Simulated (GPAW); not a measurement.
# Quasiparticle gap of LiH (honeycomb monolayer) in GPAW

Aim: the G0W0 gap of LiH (honeycomb monolayer) on LDA, step by step.

Calculated with GPAW 26.7.0; LDA and many-body steps on it, plane waves.

Most raw output is cut from this account.

**1. The structure**

The cell holds 2 atoms: 1 Li and 1 H. Its edges and angles: a = 2.412 Å, b = 2.412 Å, c = 11.400 Å, α = 90.0°, β = 90.0°, γ = 120.0°. Vacuum lies along c.

The start is a generated structure, not a measured one.

**2. Relaxation**

This step: GPAW 26.7.0; DFT, LDA, plane waves, PAW.

Gaps follow bond lengths, so the structure is brought to rest first.

run.py

```python
import json
import numpy as np
from gpaw.mpi import world
from ase import Atoms
from ase.constraints import FixSymmetry
from ase.filters import FrechetCellFilter
from ase.optimize import BFGS
from gpaw import GPAW, PW, FermiDirac

atoms = Atoms(['Li', 'H'],
    cell=[[2.4122621125, 0.0000000000, 0.0000000000],
      [-1.2061310562, 2.0890802700, 0.0000000000],
      [0.0000000000, 0.0000000000, 11.4000000000]],
    scaled_positions=[[0.3333333333, 0.6666666667, 0.4824561404],
      [0.6666666667, 0.3333333333, 0.5175438596]],
    pbc=(True, True, False))
atoms.set_constraint(FixSymmetry(atoms))
atoms.calc = GPAW(mode=PW(700),
    xc='LDA',
    kpts={'size': (12, 12, 1), 'gamma': True},
    occupations=FermiDirac(0.02),
    convergence={'density': 1e-5},
    txt='relax.txt')
steps = []
opt = BFGS(FrechetCellFilter(atoms, mask=[1, 1, 0, 0, 0, 1]), logfile='bfgs.log')
opt.attach(lambda: steps.append([atoms.get_potential_energy(), atoms.cell[:], atoms.positions.copy(), atoms.get_forces()]))
converged = opt.run(fmax=0.03, steps=50)
res = {'converged': bool(converged), 'steps': steps, 'cell': atoms.cell[:], 'frac': atoms.get_scaled_positions()}

if world.rank == 0:
    with open('result.json', 'w') as f:
        json.dump(res, f, default=lambda x: x.tolist())
```

Run with:

```
mpirun -n 4 gpaw python run.py
```

The job ended after 20 s (4 MPI ranks of Arm Neoverse V1, shared host; peak memory 0.8 GiB; 78 s of CPU time).

Relaxation path:

| step | energy less that of the first step (eV) | largest force (eV/Å) |
| --- | --- | --- |
| 1 | 0.0000 | 0.0786 |
| 2 | -0.1346 | 0.0202 |
| 3 | -0.7039 | 0.4243 |
| 4 | -0.8894 | 0.5402 |
| 5 | -0.9156 | 0.5289 |
| 6 | -0.9286 | 0.4887 |
| 7 | -0.9512 | 0.3770 |
| 8 | -0.9784 | 0.2023 |
| 9 | -0.9999 | 0.0385 |
| 10 | -1.0061 | 0.0122 |

The atoms that moved most (Å):

| atom | dx | dy | dz | length |
| --- | --- | --- | --- | --- |
| Li1 | 0.000 | 0.000 | 0.204 | 0.204 |
| H2 | 0.000 | 0.000 | -0.204 | 0.204 |

Final coordinates:

```xyz
2
Lattice="3.0580 0.0000 0.0000 -1.5290 2.6483 0.0000 0.0000 0.0000 11.4000" Properties=species:S:1:pos:R:3
Li    0.0000    1.7655    5.7042
H     1.5290    0.8828    5.6958
```

**3. Ground state**

The ground-state density comes first.

run.py

```python
import json
import numpy as np
from gpaw.mpi import world
from ase import Atoms
from gpaw import GPAW, PW, FermiDirac

atoms = Atoms(['Li', 'H'],
    cell=[[3.0579971302, 0.0000000000, 0.0000000000],
      [-1.5289985651, 2.6483031995, 0.0000000000],
      [0.0000000000, 0.0000000000, 11.4000000000]],
    scaled_positions=[[0.3333333333, 0.6666666667, 0.5003640881],
      [0.6666666667, 0.3333333333, 0.4996349938]],
    pbc=(True, True, False))
calc = GPAW(mode=PW(600),
    xc='LDA',
    kpts={'size': (12, 12, 1), 'gamma': True},
    occupations=FermiDirac(0.001),
    nbands=-7,
    convergence={'density': 1e-6, 'bands': -3},
    maxiter=100,
    txt='gs.txt')
atoms.calc = calc
res = {'energy': atoms.get_potential_energy()}
kpts = calc.get_ibz_k_points()
res['kpts'] = kpts
res['eigenvalues'] = [calc.get_eigenvalues(kpt=k) for k in range(len(kpts))]
res['n_electrons'] = calc.get_number_of_electrons()
calc.write('gs.gpw')

if world.rank == 0:
    with open('result.json', 'w') as f:
        json.dump(res, f, default=lambda x: x.tolist())
```

Run with:

```
mpirun -n 4 gpaw python run.py
```

Run time: 4.8 s. Hardware: 4 MPI ranks; peak memory 0.63 GiB.

This step gave:

- total energy: -5.946 eV
- gap: 3.288 eV
- k of the valence top: 0.3333, 0.3333, 0
- k of the conduction bottom: 0, 0, 0
- least direct gap: 5.267 eV

The gap is indirect, with the least direct gap 1.98 eV higher.

**4. Bands along the symmetry lines**

Levels along a band path, at the cheap level, show where the edges lie and whether the meshes to come will hold them.

run.py

```python
import json
import numpy as np
from gpaw.mpi import world
from gpaw import GPAW

path = [[0.000000, 0.000000, 0.000000],
    [0.062500, 0.000000, 0.000000],
    [0.125000, 0.000000, 0.000000],
    [0.187500, 0.000000, 0.000000],
    [0.250000, 0.000000, 0.000000],
    [0.312500, 0.000000, 0.000000],
    [0.375000, 0.000000, 0.000000],
    [0.437500, 0.000000, 0.000000],
    [0.500000, 0.000000, 0.000000],
    [0.479167, 0.041667, 0.000000],
    [0.458333, 0.083333, 0.000000],
    [0.437500, 0.125000, 0.000000],
    [0.416667, 0.166667, 0.000000],
    [0.395833, 0.208333, 0.000000],
    [0.375000, 0.250000, 0.000000],
    [0.354167, 0.291667, 0.000000],
    [0.333333, 0.333333, 0.000000],
    [0.291667, 0.291667, 0.000000],
    [0.250000, 0.250000, 0.000000],
    [0.208333, 0.208333, 0.000000],
    [0.166667, 0.166667, 0.000000],
    [0.125000, 0.125000, 0.000000],
    [0.083333, 0.083333, 0.000000],
    [0.041667, 0.041667, 0.000000],
    [0.000000, 0.000000, 0.000000]]
calc = GPAW('gs.gpw').fixed_density(kpts=path,
    symmetry='off',
    nbands=11,
    convergence={'bands': 7},
    txt='bands.txt')
res = {}
kpts = calc.get_ibz_k_points()
res['kpts'] = kpts
res['eigenvalues'] = [calc.get_eigenvalues(kpt=k) for k in range(len(kpts))]
res['n_electrons'] = calc.get_number_of_electrons()

if world.rank == 0:
    with open('result.json', 'w') as f:
        json.dump(res, f, default=lambda x: x.tolist())
```

Run with:

```
mpirun -n 4 gpaw python run.py
```

Wall time 4.7 s (4 MPI ranks); peak memory 0.67 GiB; 18 s of CPU time.

This step gave:

```yaml
gap: 3.288 eV
k_of_the_valence_top: 0.3333, 0.3333, 0
k_of_the_conduction_bottom: 0, 0, 0
least_direct_gap: 5.267 eV
```

The gap is 3.288 eV, as in the run before at this level.

Electronic bands along the path, in eV, zero at the top of the highest filled band; v1 is the highest filled band, c1 the lowest empty one:

| point | v1 | c1 | c2 | c3 | c4 |
| --- | --- | --- | --- | --- | --- |
| Γ | -1.98 | 3.29 | 5.05 | 7.27 | 7.39 |
| halfway | -1.34 | 4.62 | 6.23 | 8.07 | 8.72 |
| M | -0.40 | 5.94 | 8.19 | 9.06 | 10.19 |
| halfway | -0.22 | 5.77 | 8.62 | 9.49 | 9.67 |
| K | 0.00 | 5.46 | 9.15 | 9.62 | 10.53 |
| halfway | -1.15 | 5.06 | 6.57 | 8.14 | 9.16 |
| Γ | -1.98 | 3.29 | 5.05 | 7.27 | 7.39 |

**5. Empty states on the mesh, 12×12×1 mesh, 219 bands**

The sums over transitions need many empty states on a uniform mesh; this step solves for them.

run.py

```python
import json
import numpy as np
from gpaw.mpi import world
from gpaw import GPAW

calc = GPAW('gs.gpw').fixed_density(kpts={'size': (12, 12, 1), 'gamma': True},
    nbands=255,
    convergence={'bands': 219},
    txt='nscf.txt')
calc.write('full.gpw', mode='all')
res = {}
kpts = calc.get_ibz_k_points()
res['kpts'] = kpts
res['eigenvalues'] = [calc.get_eigenvalues(kpt=k) for k in range(len(kpts))]
res['n_electrons'] = calc.get_number_of_electrons()

if world.rank == 0:
    with open('result.json', 'w') as f:
        json.dump(res, f, default=lambda x: x.tolist())
```

Run with:

```
mpirun -n 4 gpaw python run.py
```

Run time: 2.9 min. Hardware: 4 MPI ranks; peak memory 1.1 GiB; 12 min of CPU time.

Numbers from this step:

* gap: 3.288 eV
* k of the valence top: 0.3333, 0.3333, 0
* k of the conduction bottom: 0, 0, 0
* least direct gap: 5.267 eV
* k points computed: 19
* lowest point of the top converged band, above the valence top: 98.6772 eV

On this mesh the gap is 3.288 eV.

**6. Screening and self-energy, 12×12×1 mesh, 97 bands, screening to 60 eV**

Now the one-shot GW correction: screening in the RPA, then the self-energy of the levels asked for.

This step: G0W0 on LDA, plane waves, PAW.

run.py

```python
import json
import numpy as np
from gpaw.mpi import world
from gpaw.response.g0w0 import G0W0

gw = G0W0('full.gpw',
    filename='gw',
    kpts=[0, 9],
    bands=(0, 3),
    ecut=60,
    nbands=97,
    truncation='2D',
    integrate_gamma='sphere',
    q0_correction=True,
    frequencies={'type': 'nonlinear', 'domega0': 0.15, 'omega2': 15.0},
    eta=0.1,
    nblocksmax=True)
gw.calculate()
res = {mode: {k: v for k, v in r.items() if k != 'sigma_eskwn'}
       for mode, r in gw.all_results.items()}

if world.rank == 0:
    with open('result.json', 'w') as f:
        json.dump(res, f, default=lambda x: x.tolist())
```

Run with:

```
mpirun -n 4 gpaw python run.py
```

The job ended after 1.8 min (4 MPI ranks; peak memory 1.3 GiB).

Numbers from this step:

```yaml
g0w0_gap_on_the_points_computed: 7.228 eV
least_direct_g0w0_gap_on_the_computed_points: 9.457 eV
z_at_the_valence_top: 0.8107
z_at_the_conduction_bottom: 0.8900
starting_gap_on_the_mesh: 3.288 eV
k_of_the_valence_top: 0.3333, 0.3333, 0
k_of_the_conduction_bottom: 0, 0, 0
```

The gap on the mesh goes from 3.29 eV to 7.23 eV, a correction of +3.94 eV.

Limits: finite bands, cutoff and mesh. v1 is the top filled band, c1 the lowest empty one. The levels before and after the correction (eV, zero at the valence-band top of each column):

|  | conduction bottom | valence top |
| --- | --- | --- |
| Kohn-Sham | 3.29 | 0.00 |
| G0W0 | 7.23 | 0.00 |

|  | level | energy (eV) |
| --- | --- | --- |
| Kohn-Sham | Γ v1 | -1.980 |
| Kohn-Sham | Γ c1 | 3.288 |
| Kohn-Sham | Γ c2 | 5.051 |
| Kohn-Sham | (0.333 0.333 0) v1 | 0.000 |
| Kohn-Sham | (0.333 0.333 0) c1 | 5.461 |
| Kohn-Sham | (0.333 0.333 0) c2 | 9.151 |
| G0W0 | Γ v1 | -2.229 |
| G0W0 | Γ c1 | 7.228 |
| G0W0 | Γ c2 | 7.974 |
| G0W0 | (0.333 0.333 0) v1 | 0.000 |
| G0W0 | (0.333 0.333 0) c1 | 9.866 |
| G0W0 | (0.333 0.333 0) c2 | 13.234 |

**7. Where the time went**

Times are wall times on 4 MPI ranks of Arm Neoverse V1, shared host, good to a factor of about two.

| step | time | share | memory (GiB) |
| --- | --- | --- | --- |
| relaxation | 20 s | 6 % | 0.8 |
| ground state | 4.8 s | 2 % | 0.63 |
| bands along the symmetry lines | 4.7 s | 2 % | 0.67 |
| empty states on the mesh | 2.9 min | 57 % | 1.1 |
| screening and self-energy | 1.8 min | 34 % | 1.3 |

**8. What came out**

| Property | Result |
| --- | --- |
| LDA gap | 3.29 eV, indirect |
| G0W0 gap on the mesh | 7.23 eV |
| GW settings | 12×12×1 mesh, 97 bands, screening to 60 eV, full frequency, Hilbert transform |
| known limits | not at the basis limit |

**Reading.** G0W0 moves the gap on the mesh from 3.29 eV to 7.23 eV (+3.94 eV), with Z of 0.81 and 0.89 at the edges. Only 2 of the mesh's irreducible points were corrected, so a valley elsewhere could overtake. The dearest step here is «empty states on the mesh». Bands and cutoff are finite, so the gap is not at the basis limit. The miss can reach some tenths of an eV and take either sign; the mesh is an error of its own. These stock PAW sets were not made for GW. In the G0W0 run levels were corrected at 2 k points alone, so a gap called «on the mesh» is the least over those, and an edge elsewhere would be missed.

[Paths, hosts, dates, memory and timing lines, banners, echoed tables and standing remarks are left out of the program output.]

[Logs are printed without paths, hosts, clocks, repeated set-up lines and the standing remarks that a program may print on its own settings, such as how far it seeks lower states.]

[Runs of the session that timed out or met a known fault of the program may be left out.]

[Hosts, paths, dates, database ids (printed as entryN), source tags and the programs' standing remarks are cut or masked in the printed files.]
